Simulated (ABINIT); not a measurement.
# MgInBr3 (Pm-3m): Raman and infrared activity, part 2 of 3

Aim: Raman and infrared lines of MgInBr3 (Pm-3m).

ABINIT 10.8.3; DFT LDA, scalar-relativistic, plane waves, HGH norm-conserving pseudopotentials.

So far. Step 4 (Relaxation): The volume changes by -0.1 % in this run and stands -6.6 % from the first cell. Step 5 (Self-consistent run for the response): The cell stands at -0.25 GPa: the relaxation ran with a smoothed and higher cutoff and on another k mesh. The relaxed cell has a = 5.135 Å (conventional setting).

The structure was built from a prototype and need not be the compound's stable phase.

### 7. Linear response at Γ

The derivative of the wavefunctions by k comes first, since the response to a field is built on it; then the field and the displacements that symmetry doesn't supply are solved at q = 0. By the 2n+1 theorem the first-order wavefunctions also give third derivatives: Raman tensors and the non-linear susceptibility.

It reads the wavefunctions written in step 5.

The input, dfpt_gamma.abi:

```
ndtset 3

# common to the responses
getwfk_filepath "gso_WFK"
kptopt 2
nqpt 1
qpt 0.0 0.0 0.0
asr 0
chneut 0

# d/dk
rfelfd1 2
rfdir1 1 1 1
iscf1 -3
tolwfr1 1.0d-20

# displacements, field
rfphon2 1
rfatpol2 1 5
rfdir2 1 1 1
rfelfd2 3
getddk2 1
tolvrs2 1.0d-10
prepanl2 1
prtden2 1

# third order
optdriver3 5
getden_filepath3 "gso_DEN"
get1den3 2
get1wf3 2
getddk3 1
d3e_pert1_elfd3 1
d3e_pert1_phon3 1
d3e_pert1_atpol3 1 5
d3e_pert1_dir3 1 1 1
d3e_pert2_elfd3 1
d3e_pert2_dir3 1 1 1
d3e_pert3_elfd3 1
d3e_pert3_dir3 1 1 1
usepead3 1
tolvrs3 1.0d-10

# basis, mesh and filling
ecut 30.0
ixc 7
ngkpt 4 4 4
nshiftk 1
shiftk 0.5 0.5 0.5
istwfk *1
occopt 1
nband 13
nstep 100
diemac 9.0
prtebands 0
prtgsr 0

# cell and atoms
acell 9.704068144 9.704068144 9.704068144
rprim 
    1.0 0.0 0.0
    0.0 1.0 0.0
    0.0 0.0 1.0
ntypat 3
znucl 49 12 35
natom 5
typat 1 2 3 3 3
xred 
    0.0 0.0 0.0
    0.5 0.5 0.5
    0.5 0.5 0.0
    0.5 0.0 0.5
    0.0 0.5 0.5
pp_dirpath "./pseudo"
pseudos "In.hgh, Mg.hgh, Br.hgh"
```

Command:

```bash
> OMP_NUM_THREADS=1 mpirun -n 4 abinit dfpt_gamma.abi > dfpt_gamma.log
```

Numbers of over 12 decimals in the logs are rounded to 6 here.

dfpt_gamma.abo, the main output file:

```text
[banners, grids, parts of the stress and lines that vanish by symmetry left out]
- input  file    -> dfpt_gamma.abi
- output file    -> dfpt_gamma.abo
- root for input  files -> dfpt_gammai
[...]
DATASET    1 : space group Pm -3 m (#221); Bravais cP (primitive cubic)
[...]
nfft =      110592          nkpt =          32
[...]
DATASET    2 : space group Pm -3 m (#221); Bravais cP (primitive cubic)
[...]
nfft =      110592          nkpt =          32
[...]
DATASET    3 : space group Pm -3 m (#221); Bravais cP (primitive cubic)
[...]
mpw =        7184          nfft =      110592          nkpt =          32
[...]
== DATASET  1 ==================================================================
[...]
cutoff_energies: {ecut:  30.0, pawecutdg:  -1.0, }
[...]
Exchange-correlation functional for the present dataset will be:
  LDA: Perdew-Wang 92 LSD fit to Ceperley-Alder data - ixc=7
[...]
- 35.00000   7.00000     10605                znucl, zion, pspdat
[...]
Perturbation : derivative vs k along direction   1
[...]
-ETOT  1  -11.290845390166     -1.129E+01 9.474E-03 0.000E+00
 ETOT  2  -11.297812837736     -6.967E-03 5.420E-05 0.000E+00
 ETOT  3  -11.297828840847     -1.600E-05 2.945E-07 0.000E+00
 ETOT  4  -11.297828910565     -6.972E-08 1.073E-09 0.000E+00
 ETOT  5  -11.297828910933     -3.687E-10 8.819E-12 0.000E+00
[...]
At SCF step   10   max residual=  9.82E-21 < tolwfr=  1.00E-20 =>converged.
[...]
Perturbation : derivative vs k along direction   2
[...]
-ETOT  1  -11.290724903511     -1.129E+01 9.267E-03 0.000E+00
[...]
At SCF step   10   max residual=  9.81E-21 < tolwfr=  1.00E-20 =>converged.
[...]
Perturbation : derivative vs k along direction   3
[...]
-ETOT  1  -11.290845412537     -1.129E+01 9.473E-03 0.000E+00
[...]
At SCF step   10   max residual=  9.82E-21 < tolwfr=  1.00E-20 =>converged.
[...]
1        1       1.5624563395   -0.0000000000
     1        2       0.0000000000    0.0000000000
     1        3       0.0000000000    0.0000000000
     2        1       0.0000000000    0.0000000000
     2        2       1.5624563395   -0.0000000000
     2        3       0.0000000000    0.0000000000
     3        1       0.0000000000    0.0000000000
     3        2       0.0000000000    0.0000000000
     3        3       1.5624563394    0.0000000000
[...]
== DATASET  2 ==================================================================
[...]
cutoff_energies: {ecut:  30.0, pawecutdg:  -1.0, }
[...]
Exchange-correlation functional for the present dataset will be:
  LDA: Perdew-Wang 92 LSD fit to Ceperley-Alder data - ixc=7
[...]
Perturbation : displacement of atom   1   along direction   1
[...]
-ETOT  1   13.186622230044     -4.255E+01 9.634E-02 6.444E+04
[...]
At SCF step   10       vres2   =  3.89E-12 < tolvrs=  1.00E-10 =>converged.
[...]
Perturbation : displacement of atom   2   along direction   1
[...]
-ETOT  1   16.039199326390     -4.587E+00 1.678E-02 5.353E+04
[...]
At SCF step   10       vres2   =  6.33E-12 < tolvrs=  1.00E-10 =>converged.
[...]
Perturbation : displacement of atom   3   along direction   1
[...]
-ETOT  1   435.55089345689     -4.061E+02 1.004E+00 1.664E+06
[...]
At SCF step   11       vres2   =  3.74E-12 < tolvrs=  1.00E-10 =>converged.
[...]
Perturbation : displacement of atom   3   along direction   3
[...]
-ETOT  1   558.85991618930     -2.969E+02 1.743E+00 2.050E+06
[...]
At SCF step   11       vres2   =  9.18E-12 < tolvrs=  1.00E-10 =>converged.
[...]
Perturbation : homogeneous electric field along direction   1
[...]
-ETOT  1  -111.78823927585     -1.118E+02 2.396E-01 1.659E+04
[...]
At SCF step   10       vres2   =  1.24E-11 < tolvrs=  1.00E-10 =>converged.
[...]
Perturbation : homogeneous electric field along direction   2
[...]
-ETOT  1  -111.78039532132     -1.118E+02 1.858E-01 1.659E+04
[...]
At SCF step   10       vres2   =  4.19E-12 < tolvrs=  1.00E-10 =>converged.
[...]
Perturbation : homogeneous electric field along direction   3
[...]
-ETOT  1  -111.78823963028     -1.118E+02 2.396E-01 1.659E+04
[...]
ETOT  9  -120.77486125447     -2.345E-12 2.631E-15 2.600E-10
 ETOT 10  -120.77486125447     -5.542E-13 3.941E-17 1.237E-11
 At SCF step   10       vres2   =  1.24E-11 < tolvrs=  1.00E-10 =>converged.
[...]
Dielectric tensor, in cartesian coordinates,
[...]
1    7   1    7         4.9616201945        -0.0000000000
   1    7   2    7        -0.0000000000        -0.0000000000
   1    7   3    7        -0.0000000000        -0.0000000000
   2    7   1    7        -0.0000000000        -0.0000000000
   2    7   2    7         4.9616201945        -0.0000000000
   2    7   3    7        -0.0000000000        -0.0000000000
   3    7   1    7        -0.0000000000        -0.0000000000
   3    7   2    7        -0.0000000000        -0.0000000000
   3    7   3    7         4.9616201945        -0.0000000000
  Effective charges, in cartesian coordinates,
[...]
1    1   1    7         2.2279641893         0.0000000000
   2    1   1    7         0.0000000000         0.0000000000
   3    1   1    7         0.0000000000         0.0000000000
   1    2   1    7         2.3743881370         0.0000000000
   2    2   1    7         0.0000000000         0.0000000000
[...]
Effective charges, in cartesian coordinates,
[...]
2    7   1    5         0.0000000000         0.0000000000
   3    7   1    5         0.0000000000         0.0000000000
   1    7   2    5         0.0000000000         0.0000000000
   2    7   2    5        -1.3043838053         0.0000000000
   3    7   2    5         0.0000000000         0.0000000000
   1    7   3    5         0.0000000000         0.0000000000
   2    7   3    5         0.0000000000         0.0000000000
   3    7   3    5        -1.3043838053         0.0000000000
  Phonon wavevector (reduced coordinates) :  0.00000  0.00000  0.00000
 Phonon energies in Hartree :
[...]
Phonon frequencies in cm-1    :
- -3.973952E+01 -3.973952E+01 -3.973952E+01  7.031020E-01  7.031022E-01
-  7.031027E-01  4.508012E+01  4.508012E+01  4.508012E+01  7.703885E+01
-  7.703885E+01  7.703885E+01  2.418457E+02  2.418457E+02  2.418457E+02
  Phonon at Gamma, with non-analyticity in the
[...]
Phonon energies in Hartree :
[...]
Phonon frequencies in cm-1    :
- -3.973952E+01 -3.973952E+01  7.007862E-01  7.031020E-01  7.031022E-01
-  4.055985E+01  4.508012E+01  4.508012E+01  4.508012E+01  7.703885E+01
-  7.703885E+01  9.853263E+01  2.418457E+02  2.418457E+02  2.800454E+02
  Phonon at Gamma, with non-analyticity in the
[...]
Phonon energies in Hartree :
[...]
Phonon frequencies in cm-1    :
- -3.973952E+01 -3.973952E+01  7.007857E-01  7.031020E-01  7.031027E-01
-  4.055985E+01  4.508012E+01  4.508012E+01  4.508012E+01  7.703885E+01
-  7.703885E+01  9.853263E+01  2.418457E+02  2.418457E+02  2.800454E+02
  Phonon at Gamma, with non-analyticity in the
[...]
Phonon energies in Hartree :
[...]
Phonon frequencies in cm-1    :
- -3.973952E+01 -3.973952E+01  7.007855E-01  7.031022E-01  7.031027E-01
-  4.055985E+01  4.508012E+01  4.508012E+01  4.508012E+01  7.703885E+01
-  7.703885E+01  9.853263E+01  2.418457E+02  2.418457E+02  2.800454E+02
[...]
== DATASET  3 ==================================================================
[...]
cutoff_energies: {ecut:  30.0, pawecutdg:  -1.0, }
[...]
Exchange-correlation functional for the present dataset will be:
  LDA: Perdew-Wang 92 LSD fit to Ceperley-Alder data - ixc=7
[...]
1          1       -0.000000000       -0.000000000       -0.000000000
[...]
1          2       -0.000000000       -0.000000000       -0.000000000
[...]
1          3       -0.000000000       -0.000000000       -0.000000000
[...]
2          1       -0.000000000       -0.000000000       -0.000000000
[...]
2          2       -0.000000000       -0.000000000       -0.000000000
[...]
2          3       -0.000000000       -0.000000000       -0.000000000
[...]
3          1       -0.000000000       -0.000000000       -0.000000000
[...]
3          2       -0.000000000       -0.000000000       -0.000000000
[...]
3          3       -0.000000000       -0.000000000       -0.000000000
[...]
4          1       -0.000000000       -0.000000000       -0.000000000
[...]
4          2       -0.000000000       -0.000000000       -0.000000000
[...]
4          3       -0.000000000       -0.000000000       -0.000000000
[...]
5          1       -0.000000000       -0.000000000       -0.000000000
[...]
5          2       -0.000000000       -0.000000000       -0.000000000
[...]
5          3       -0.000000000       -0.000000000       -0.000000000
[...]
strten2     0.0000000000E+00  0.0000000000E+00  0.0000000000E+00
           strten3     0.0000000000E+00  0.0000000000E+00  0.0000000000E+00
================================================================================
```

Wall time 3.5 min (4 MPI ranks of Arm Neoverse V1, shared host).

Read from the output:

| Item | Value |
| --- | --- |
| miss of the charge sum rule | 0.004991 e |
| largest acoustic frequency at the zone centre before the sum rule | 0.7 cm⁻¹ |
| highest optical zone-centre mode (no LO-TO term) | 241.8 cm⁻¹ |
| lowest optical zone-centre mode | -39.74 cm⁻¹ |
| mean high-frequency dielectric constant | 4.962 |
| largest Born charge in size (third of the trace) | 2.374 e |

Born charge (rows field, columns displacement), before the sum rule (e), principal values of the symmetric part by kind of site:

```tsv
atom	atoms with these values	low	middle	high	mean
In1	1	2.23	2.23	2.23	2.23
Mg2	1	2.37	2.37	2.37	2.37
Br3	3	-2.00	-1.30	-1.30	-1.54
```

In full for Br3:

```
-1.30  0.00  0.00
 0.00 -1.30  0.00
 0.00  0.00 -2.00
```

High-frequency dielectric tensor:

```
4.96 0.00 0.00
0.00 4.96 0.00
0.00 0.00 4.96
```

The acoustic modes at Γ come out as far as 0.7 cm⁻¹ from zero, where they should vanish, a small numerical error; the Born charges miss their sum rule by 0.0050 e, which is good. The lowest optical mode is imaginary, 40i cm⁻¹, an instability at this level and on this k mesh.

### 8. Modes with the sum rule

anaddb reads the merged derivatives, imposes the acoustic sum rule and charge neutrality, and adds the LO-TO term along chosen directions.

The input, anaddb.abi:

```
ddb_filepath "gamma_DDB"
output_file "anaddb.abo"
outdata_prefix "anaddb"
asr 1
chneut 1
enunit 2
eivec 1
nph1l 1
qph1l 0.0 0.0 0.0 1.0
dieflag 2
nph2l 3
qph2l 
    1.0 0.0 0.0 0.0
    0.0 0.0 1.0 0.0
    1.0 1.0 1.0 0.0
nlflag 1
ramansr 1
alphon 1
prtmbm 1
```

The input, mrgddb.in:

```
gamma_DDB
merged
3
dfpt_gammao_DS2_DDB
dfpt_gammao_DS3_DDB
gso_DDB
```

Command:

```bash
> mrgddb < mrgddb.in > mrgddb.log
> OMP_NUM_THREADS=1 anaddb anaddb.abi > anaddb.log
```

anaddb.abo, the main output file:

```text
[banners, grids, parts of the stress and lines that vanish by symmetry left out]
-outvars_anaddb: echo values of input variables ----------------------

 Flags :
[...]
Dielectric Tensor and Effective Charges
[...]
Effective charge tensors after
[...]
1          1       -0.000000000       -0.000000000       -0.000000000
[...]
1          2       -0.000000000       -0.000000000       -0.000000000
[...]
1          3       -0.000000000       -0.000000000       -0.000000000
[...]
2          1       -0.000000000       -0.000000000       -0.000000000
[...]
2          2       -0.000000000       -0.000000000       -0.000000000
[...]
2          3       -0.000000000       -0.000000000       -0.000000000
[...]
3          1       -0.000000000       -0.000000000       -0.000000000
[...]
3          2       -0.000000000       -0.000000000       -0.000000000
[...]
3          3       -0.000000000       -0.000000000       -0.000000000
[...]
4          1       -0.000000000       -0.000000000       -0.000000000
[...]
4          2       -0.000000000       -0.000000000       -0.000000000
[...]
4          3       -0.000000000       -0.000000000       -0.000000000
[...]
5          1       -0.000000000       -0.000000000       -0.000000000
[...]
5          2       -0.000000000       -0.000000000       -0.000000000
[...]
5          3       -0.000000000       -0.000000000       -0.000000000
[...]
Phonon wavevector (reduced coordinates) :  0.00000  0.00000  0.00000
 Phonon energies in Hartree :
[...]
Phonon energies in meV     :
- -4.927451E+00 -4.927451E+00 -4.927451E+00  0.000000E+00  0.000000E+00
-  0.000000E+00  5.588198E+00  5.588198E+00  5.588198E+00  9.551154E+00
-  9.551154E+00  9.551154E+00  2.998496E+01  2.998496E+01  2.998496E+01
 Phonon frequencies in cm-1    :
- -3.974257E+01 -3.974257E+01 -3.974257E+01  0.000000E+00  0.000000E+00
-  0.000000E+00  4.507185E+01  4.507185E+01  4.507185E+01  7.703525E+01
-  7.703525E+01  7.703525E+01  2.418450E+02  2.418450E+02  2.418450E+02
 Phonon frequencies in Thz     :
- -1.191452E+00 -1.191452E+00 -1.191452E+00  0.000000E+00  0.000000E+00
-  0.000000E+00  1.351220E+00  1.351220E+00  1.351220E+00  2.309459E+00
-  2.309459E+00  2.309459E+00  7.250330E+00  7.250330E+00  7.250330E+00
 Phonon energies in Kelvin  :
- -5.718069E+01 -5.718069E+01 -5.718069E+01  0.000000E+00  0.000000E+00
-  0.000000E+00  6.484834E+01  6.484834E+01  6.484834E+01  1.108365E+02
-  1.108365E+02  1.108365E+02  3.479610E+02  3.479610E+02  3.479610E+02
[...]
-  1  0.00000000E+00  0.00000000E+00 -1.78948638E-03
-     0.00000000E+00  0.00000000E+00  0.00000000E+00
-  2  0.00000000E+00  0.00000000E+00  2.63332245E-04
-     0.00000000E+00  0.00000000E+00  0.00000000E+00
-  3  0.00000000E+00  0.00000000E+00  4.89970737E-04
-     0.00000000E+00  0.00000000E+00  0.00000000E+00
-  4  0.00000000E+00  0.00000000E+00  1.00068865E-03
-     0.00000000E+00  0.00000000E+00  0.00000000E+00
-  5  0.00000000E+00  0.00000000E+00  1.00068865E-03
-     0.00000000E+00  0.00000000E+00  0.00000000E+00
[...]
-  1  0.00000000E+00  1.78948638E-03  0.00000000E+00
-     0.00000000E+00  0.00000000E+00  0.00000000E+00
-  2  0.00000000E+00 -2.63332245E-04  0.00000000E+00
-     0.00000000E+00  0.00000000E+00  0.00000000E+00
-  3  0.00000000E+00 -1.00068865E-03  0.00000000E+00
-     0.00000000E+00  0.00000000E+00  0.00000000E+00
-  4  0.00000000E+00 -4.89970737E-04  0.00000000E+00
-     0.00000000E+00  0.00000000E+00  0.00000000E+00
-  5  0.00000000E+00 -1.00068865E-03  0.00000000E+00
-     0.00000000E+00  0.00000000E+00  0.00000000E+00
[...]
-  1  1.78948638E-03  0.00000000E+00  0.00000000E+00
-     0.00000000E+00  0.00000000E+00  0.00000000E+00
-  2 -2.63332246E-04  0.00000000E+00  0.00000000E+00
-     0.00000000E+00  0.00000000E+00  0.00000000E+00
-  3 -1.00068865E-03  0.00000000E+00  0.00000000E+00
-     0.00000000E+00  0.00000000E+00  0.00000000E+00
-  4 -1.00068865E-03  0.00000000E+00  0.00000000E+00
-     0.00000000E+00  0.00000000E+00  0.00000000E+00
[...]
-  4 -2.24009374E-04  0.00000000E+00  0.00000000E+00
[...]
-  5  1.57607268E-03  0.00000000E+00  0.00000000E+00
[...]
-         0.000000000       0.000000000       0.000000000
-         0.000000000       0.000000000       0.000000000
-         0.000000000       0.000000000       0.000000000
[...]
-         0.000000000       0.000000000       0.000000000
-         0.000000000       0.000000000       0.000000000
-         0.000000000       0.000000000       0.000000000
[...]
Phonon at Gamma, with non-analyticity in the
[...]
Phonon energies in Hartree :
[...]
Phonon energies in meV     :
- -4.927451E+00 -4.927451E+00  0.000000E+00  0.000000E+00  0.000000E+00
-  5.026003E+00  5.588198E+00  5.588198E+00  5.588198E+00  9.551154E+00
-  9.551154E+00  1.221688E+01  2.998496E+01  2.998496E+01  3.472314E+01
 Phonon frequencies in cm-1    :
- -3.974257E+01 -3.974257E+01  0.000000E+00  0.000000E+00  0.000000E+00
[...]
Phonon frequencies in Thz     :
[...]
Phonon energies in Kelvin  :
[...]
-  1  0.00000000E+00  0.00000000E+00 -1.78948638E-03
[...]
-  2  0.00000000E+00  0.00000000E+00  2.63332245E-04
[...]
-  3  0.00000000E+00  0.00000000E+00  4.89970737E-04
[...]
-  4  0.00000000E+00  0.00000000E+00  1.00068865E-03
[...]
Phonon at Gamma, with non-analyticity in the
[...]
Phonon energies in Hartree :
[...]
Phonon energies in meV     :
[...]
Phonon frequencies in cm-1    :
[...]
Phonon frequencies in Thz     :
[...]
Phonon energies in Kelvin  :
[...]
Phonon at Gamma, with non-analyticity in the
[...]
Phonon energies in Hartree :
[...]
Phonon energies in meV     :
[...]
Phonon frequencies in cm-1    :
[...]
Phonon frequencies in Thz     :
[...]
Phonon energies in Kelvin  :
[...]
-  5.832434E+01  6.484834E+01  6.484834E+01  6.484834E+01  1.108365E+02
-  1.108365E+02  1.417710E+02  3.479610E+02  3.479610E+02  4.029453E+02
[...]
-  4 -1.81153921E-04 -7.91026672E-04  6.87242142E-05
[...]
-  5  1.27455267E-03  1.12429707E-04  6.87242142E-05
[...]
-         0.000000000       0.000000000       0.000000000
-         0.000000000       0.000000000       0.000000000
[...]
Spherical averages : G0=     0.000000000    G1=     0.000000000    G2=     0.000000000

-
```

Wall time 1.5 s (1 thread).

Read from the output:

```yaml
highest_mode_moved_by_the_lo_to_term: 280.1 cm⁻¹
```

No LO-TO term; unit eigenvectors of the mass-weighted matrix, from anaddb's displacements. Modes at Γ, with each element's share of the kinetic energy (negative means imaginary):

```tsv
mode	frequency (cm⁻¹)	symmetry	In %	Mg %	Br %
1	-39.7	T1u	67	0	33
2	-39.7	T1u	67	0	33
3	-39.7	T1u	67	0	33
4	0.0	acoustic	30	6	63
5	0.0	acoustic	30	6	63
6	0.0	acoustic	30	6	63
7	45.1	T2u	0	0	100
8	45.1	T2u	0	0	100
9	45.1	T2u	0	0	100
10	77.0	T1u	3	31	66
11	77.0	T1u	3	31	66
12	77.0	T1u	3	31	66
13	241.8	T1u	0	62	38
14	241.8	T1u	0	62	38
15	241.8	T1u	0	62	38
```

Displacements in mode 3 (-39.7 cm⁻¹), the largest set to 1:
```
In1  1.00  0.00  0.00
Mg2 -0.15  0.00  0.00
Br3 -0.56  0.00  0.00
Br4 -0.56  0.00  0.00
Br5 -0.27  0.00  0.00
```

Displacements in mode 9 (45.1 cm⁻¹), the largest set to 1:
```
In1  0.00  0.00  0.00
Mg2  0.00  0.00  0.00
Br3  1.00  0.00  0.00
Br4 -1.00  0.00  0.00
Br5  0.00  0.00  0.00
```

With imaginary modes the relaxed-ion tensors have no meaning and are not tabulated.

The rule moves no optical mode by more than 0.1 cm⁻¹.

(Part 2 of 3 ends here.)

[Host names and launcher messages were left out of these logs when they were recorded.]

[Logs are printed without paths, hosts, clocks, repeated set-up lines and the standing remarks that a program may print on its own settings, such as how far it seeks lower states.]

[Hosts, paths, dates, database ids (printed as entryN), source tags and the programs' standing remarks are cut or masked in the printed files.]
